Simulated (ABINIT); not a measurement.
```
! title: Quasiparticle gap of CaSnF4 (P4/mmm) in ABINIT
! method: RPA screening on PBEsol with spin-orbit coupling, plane waves, norm-conserving pseudopotentials (and 2 further levels or steps)
! program: ABINIT 10.8.3
! settings of one run: cutoff 38 Ha, PseudoDojo fully relativistic 0.4 stringent, norm-conserving, ngkpt (2, 2, 2), nband 150, ecuteps 3.6 Ha, shiftk (0, 0, 0), symchi 1, awtr 1, frequency ppm, 2×2×2 k-mesh
! cost: 5 runs, 20 min in all on 4 MPI ranks of Arm Neoverse V2, shared host (the runs of this entry)
! notes: The program’s warnings: Neglecting <n,k|[Vnl,iqr]|m,k> and nkpt*nsppol () is not a multiple of nproc spkpt (). The cell and positions are those that the Materials Project relaxed with its own functionals (PBE, PBE+U or r2SCAN), kept fixed. Limits: screening head approximate. Bands and cutoff are finite, so the gap is not at the basis limit. The miss can reach some tenths of an eV and take either sign; the mesh is an error of its own. The 2×2×2 mesh is coarse for this cell, which bears on the long-range parts of exchange and screening.
! PBEsol gap: 3.39 eV, indirect
! G0W0 gap on the mesh: 5.19 eV
! GW settings: 2×2×2 mesh, 150 bands, screening to 98 eV, Godby-Needs plasmon pole
! known limits: not at the basis limit; screening head approximate; coarse k mesh
CELL_PARAMETERS angstrom
4.00455 0.00000 0.00000
0.00000 4.00455 0.00000
0.00000 0.00000 5.78047
ATOMIC_POSITIONS crystal
Ca 0.00000 0.00000 0.50000
Sn 0.50000 0.50000 0.00000
F 0.50000 0.00000 0.26574
F 0.50000 0.00000 0.73426
F 0.00000 0.50000 0.73426
F 0.00000 0.50000 0.26574
```

[Paths, hosts, dates, memory and timing lines, banners, echoed tables and standing remarks are left out of the program output.]

[Logs are printed without paths, hosts, clocks, repeated set-up lines and the standing remarks that a program may print on its own settings, such as how far it seeks lower states.]

[Runs of the session that timed out or met a known fault of the program may be left out.]

[Hosts, paths, dates, database ids (printed as entryN), source tags and the programs' standing remarks are cut or masked in the printed files.]

[G0W0 gaps are taken among the corrected bands and points alone; a level outside them can change the order at an edge.]

[Where Ansatz stands beside ABINIT at settings called matched, ABINIT's density can come from a denser mesh and the files from another edition; pairs whose starting gaps differed by over 0.03 eV were left out, so agreement reads better than it is.]
